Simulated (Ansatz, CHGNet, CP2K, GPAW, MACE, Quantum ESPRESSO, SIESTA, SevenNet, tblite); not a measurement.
# Generalised stacking fault on (111) (shuffle set) of a GaAs-GaSb solid solution (48 atoms) in tblite

Wanted: tblite inputs and outputs for generalised stacking fault on (111) (shuffle set) of a GaAs-GaSb solid solution (48 atoms), checked against a plane-wave reference.

Main program and level: tblite 0.8.0; the method is named at each step.

## Step 1: The starting structure

The cell holds 48 atoms: 24 Ga, 10 Sb and 14 As. Its edges and angles: a = 8.267 Å, b = 7.159 Å, c = 20.485 Å, α = 90.0°, β = 81.3°, γ = 90.0°. Zinc-blende GaAs lattice (a = 5.8453 Å, the value set for the mixture), cell with z along [111], 2 x 1 x 2 periods; the third cell vector is tilted by 0.750 of 1/2[1-10] and lengthened by 0 Å, so the cell holds one fault (shuffle set); displaced by a Gaussian of 0.01 Å; 10 of 24 As sites given to Sb at random (lattice constant by Vegard's rule between GaAs and GaSb). Then every atom was moved at random, 0.02 Å r.m.s. a Cartesian component. The structure's axis is c.

The yardstick, on the same geometry:

| Item | Value |
| --- | --- |
| method | Kohn-Sham DFT, PBE, SSSP efficiency 1.3.0 pseudopotentials, plane waves (Quantum ESPRESSO 7.5); sssp-pbe-1.3.0-efficiency, cutoffs 60/480 Ry, Γ point |
| r.m.s. force component | 0.6676 eV/Å |
| longest force | 2.354 eV/Å |
| pressure | 4.9 GPa |
| time | 13 min on 4 MPI ranks of Arm Neoverse V1, shared host |
| CPU time | 52 min |

## Step 2: GFN1-xTB

Method: GFN1-xTB tight binding, diagonalisation.

run.py

```python
import numpy as np
from ase.io import read
from tblite.ase import TBLite

atoms = read("structure.xyz")
atoms.calc = TBLite(method="GFN1-xTB", electronic_temperature=580, accuracy=1.0, max_iterations=250, mixer_damping=0.1, verbosity=1)
energy = atoms.get_potential_energy()
forces = atoms.get_forces()
print(f"energy {energy:.6f} eV")
print("forces (eV/A)")
for i, (a, f) in enumerate(zip(atoms, forces)):
    print(f"{i:4d} {a.symbol:2s} {f[0]:10.5f} {f[1]:10.5f} {f[2]:10.5f}")
stress = -atoms.get_stress(voigt=False) * 160.21766
print("stress (GPa, compression positive)")
for row in stress:
    print(" ".join(f"{x:10.4f}" for x in row))
print("charges (e)")
print(np.array2string(atoms.get_charges(), precision=4, suppress_small=True, max_line_width=110, threshold=100000))
```

structure.xyz

```xyz
48
Lattice="8.26650 0.00000 0.00000 0.00000 7.15900 0.00000 3.09994 0.00000 20.24871" Properties=species:S:1:pos:R:3 pbc="T T T"
Ga 6.21267 3.55545 18.98074
Sb 6.18960 3.58057 1.27526
Ga 6.16577 5.91534 2.12713
As 6.18494 5.95135 4.65903
Ga 10.36274 3.59833 18.99936
As 2.08646 3.55623 1.24732
Ga 2.05012 5.91240 2.12551
As 2.08110 6.00082 4.62541
Ga 4.12638 0.01947 18.99754
As 4.14321 7.14891 1.29673
Ga 4.11852 2.39268 2.12247
As 4.15712 2.39454 4.66247
Ga 4.12669 4.74627 5.48801
As 4.14253 4.72530 7.96625
Ga 6.20153 1.19534 5.47525
Sb 6.21959 1.13864 7.97880
Ga 6.15144 3.58501 8.86792
Sb 6.21213 3.53225 11.38585
Ga 6.23082 5.99087 12.22394
Sb 6.22014 5.97633 14.75139
Ga 8.27535 7.14454 19.00139
Sb 8.25261 0.01360 1.27810
Ga 8.27709 2.40141 2.07246
As 8.22092 2.40141 4.60516
Ga 8.25356 4.76653 5.47444
Sb 8.28250 4.75644 8.05332
Ga 2.06501 1.18159 5.47120
As 2.10870 1.20128 8.01039
Ga 2.05083 3.61930 8.82783
As 2.10879 3.59203 11.39273
Ga 2.06247 5.99344 12.20471
As 10.36040 5.93674 14.74693
Ga 4.14359 0.01997 8.79989
As 4.11626 0.02463 11.41136
Ga 4.14410 2.35187 12.23468
As 4.15300 2.38924 14.79715
Ga 4.10657 4.78744 15.62836
Sb 4.15325 4.76167 18.13576
Ga 6.20324 1.21896 15.60264
Sb 6.19706 1.18474 18.17463
Ga 8.26091 7.14361 8.89830
Sb 8.25589 0.01919 11.38443
Ga 8.29972 2.37571 12.21341
As 8.23330 2.38037 14.70725
Ga 8.27226 4.76295 15.63018
As 8.24591 4.78099 18.14062
Ga 10.32773 1.18460 15.57895
Sb 10.33157 1.15518 18.14021
```

Started as:

```console
> OMP_NUM_THREADS=1 python run.py > output.txt
```

The program printed:

```text
------------------------------------------------------------
  cycle        total energy    energy error   density error
------------------------------------------------------------
      1     -89.31801908599  -8.9380225E+01   4.2655338E-01
      2     -90.88360342512  -1.5655843E+00   3.2809079E-01
      3     -89.48949113241   1.3941123E+00   2.9422272E-01
      4     -89.42933347015   6.0157662E-02   2.4820390E-01
      5     -90.52137964185  -1.0920462E+00   9.0445962E-02
      6     -90.84591970625  -3.2454006E-01   5.8598098E-02
      7     -91.15563410902  -3.0971440E-01   3.1443013E-02
      8     -91.20191290372  -4.6278795E-02   2.1744874E-02
      9     -91.21587552884  -1.3962625E-02   1.0045849E-02
     10     -91.21818038763  -2.3048588E-03   6.1352216E-03
     11     -91.21789602234   2.8436529E-04   4.9612264E-03
     12     -91.21847562673  -5.7960439E-04   2.2273514E-03
     13     -91.21847782619  -2.1994572E-06   1.6072941E-03
     14     -91.21854226124  -6.4435053E-05   4.7391479E-04
     15     -91.21853967600   2.5852456E-06   3.8766016E-04
     16     -91.21854180204  -2.1260435E-06   2.3136879E-04
     17     -91.21854476873  -2.9666908E-06   1.0360232E-04
     18     -91.21854483013  -6.1402446E-08   8.4426263E-05
     19     -91.21854493442  -1.0428505E-07   3.6343767E-05
     20     -91.21854496061  -2.6195849E-08   2.5421403E-05
     21     -91.21854499513  -3.4516844E-08   7.3025966E-06
------------------------------------------------------------
 total:                                   3.954 sec
energy -2482.183040 eV
forces (eV/A)
   0 Ga    0.84418    0.53875    1.81625
   1 Sb    0.35010   -0.04190   -2.20715
   2 Ga   -0.77907    0.99110    1.52221
   3 As    0.09532    0.50466   -0.51330
   4 Ga   -1.54269   -0.25155    1.23594
   5 As    0.29133    0.50279   -0.99634
   6 Ga    1.06305   -0.83756    0.77927
   7 As   -0.06099    0.03350   -0.37018
   8 Ga   -0.00415   -0.90201    1.87432
   9 As    0.21491    0.38506   -1.02020
  10 Ga   -1.01580   -1.25401    1.04806
  11 As   -0.22727    0.29762   -0.61726
  12 Ga   -0.01093   -0.25774    0.38645
  13 As   -0.22537    0.64362   -0.36259
  14 Ga    0.01081   -0.45758   -1.20629
  15 Sb    0.39803    1.33053   -0.15130
  16 Ga   -0.77932   -0.21708   -0.32360
  17 Sb    0.06790    1.12176   -0.30733
  18 Ga   -1.75394   -0.46203   -0.01881
  19 Sb   -0.31721    0.31482   -0.23770
  20 Ga   -0.47092   -1.69603    1.85728
  21 Sb    0.08807   -0.01129   -1.95088
  22 Ga    1.17949    0.32229    1.57943
  23 As    0.45187    0.32054   -0.42192
[...]
40 Ga    1.49760    0.34931   -0.55910
  41 Sb    0.24260    0.32652   -0.35013
  42 Ga    1.36004    0.75107    1.45900
  43 As    0.27872    0.42277   -0.35597
  44 Ga    1.10800   -0.96042    0.79934
  45 As    0.07910    0.11856   -0.40634
  46 Ga   -0.08472   -0.39603   -0.57918
  47 Sb   -0.32315    1.10287   -0.50597
stress (GPa, compression positive)
   15.0657    -0.1222     0.9010
   -0.1222     7.1121    -0.5599
    0.9010    -0.5599     4.5664
charges (e)
[-0.0445  0.1022 -0.0356 -0.0173 -0.0634 -0.0185 -0.0095 -0.0157 -0.0955 -0.0216 -0.0077 -0.015   0.0207
 -0.0193 -0.0072  0.0971 -0.0648  0.0984 -0.0668  0.1037 -0.0626  0.1    -0.045  -0.0175 -0.0069  0.0965
  0.018  -0.0231 -0.0208 -0.0216 -0.01   -0.0148 -0.0173 -0.019  -0.0052 -0.0125 -0.0396  0.1064 -0.0694
  0.1092 -0.0644  0.1052 -0.0386 -0.0117 -0.0243 -0.0149 -0.0199  0.1041]
```

Run time: 4.6 s. Hardware: 1 thread of Arm Neoverse V1, shared host; peak memory 0.12 GiB.

Banners, paths, timers and routine set-up lines are dropped from the logs unmarked, and long logs keep their key lines alone; longer cuts are marked.

Against the reference:

```yaml
r_m_s_force_component: 0.8479 eV/Å
r_m_s_difference_of_force_components: 294 meV/Å
longest_difference_of_force_vectors: 1050 meV/Å
force_difference_over_r_m_s_force: 44.05 %
slope_of_forces_against_the_reference_s: 1.21
correlation_of_force_components: 0.9524
pressure: 8.915 GPa
pressure_difference: 4.015 GPa
```

Length of the force difference by element (eV/Å):

```tsv
element	atoms	mean	most
As	14	0.40	0.55
Ga	24	0.47	0.84
Sb	10	0.56	1.1
```

A closer look about Ga29, which bears the longest force: 9 atoms, nearest first, numbered in the order of the input, with positions taken from that point.

```tsv
atom	x	y	z	distance (Å)	bonds	Mulliken charge (e)	Fx	Fy	Fz (eV/Å)
Ga29	0.00	0.00	0.00	0.00	4	-0.02	2.04	-1.68	1.54
Sb26	-2.03	1.14	-0.77	2.46	4	0.10	-1.21	0.77	-1.10
As14	2.09	1.11	-0.86	2.52	4	-0.02	-0.23	0.64	-0.36
As28	0.06	-2.42	-0.82	2.55	4	-0.02	-0.33	0.26	-0.55
As30	0.06	-0.03	2.56	2.57	4	-0.02	-0.06	0.26	-0.68
Ga41	-2.06	3.52	0.07	4.08	4	-0.06	1.50	0.35	-0.56
Ga13	2.08	1.13	-3.34	4.09	4	0.02	-0.01	-0.26	0.39
Ga17	4.10	-0.03	0.04	4.10	4	-0.06	-0.78	-0.22	-0.32
Ga25	-2.06	1.15	-3.35	4.10	4	-0.01	0.11	-0.31	-0.49
```

Atoms are counted from 1 here, from 0 in the log.

Forces lie 44 % from the reference's, at 0.0015 times its CPU time (on 1 against 4 cores).

## Step 3: Summary of results

| Property | Result |
| --- | --- |
| force difference from the reference | tblite GFN1-xTB, 44 % |
| its CPU time | 4.6 s |

**Reading.** Tight binding differs by 44 % (tblite GFN1-xTB); it is another model, with fitted parameters of its own, and the xTB methods hold dispersion. One electronic-structure run takes under half the reference's CPU time: tblite GFN1-xTB, at 44 % in 4.6 s against 52 min; its pressure misses by +4.0 GPa. Periodic xTB results under one method name differ between programs and library versions. The reference's pressure holds the uncorrected Pulay stress of its 60 Ry basis, so small pressure differences, and their order, may be the reference's own error. The reference's stress is far from hydrostatic: its diagonal is 11.1, 1.2, 2.4 GPa, compression counted positive. The host structure and its lattice constant were typed by rule, without a check against the phase diagram. The reference's pressure of 4.9 GPa belongs to a cell and atoms that aren't relaxed at this level. The electronic-structure runs sample only Γ, in a cell whose shortest periodic width is 7 Å, which is coarse for a cell with partly filled levels. Spin–orbit coupling is left out, which matters for the levels of the heavy elements.

[Also dropped from logs without a mark: logging warnings of Python, and SIESTA's first energy breakdown and zero terms.]

[Logs are printed without paths, hosts, clocks, repeated set-up lines and the standing remarks that a program may print on its own settings, such as how far it seeks lower states.]

[Hosts, paths, dates, database ids (printed as entryN), source tags and the programs' standing remarks are cut or masked in the printed files.]
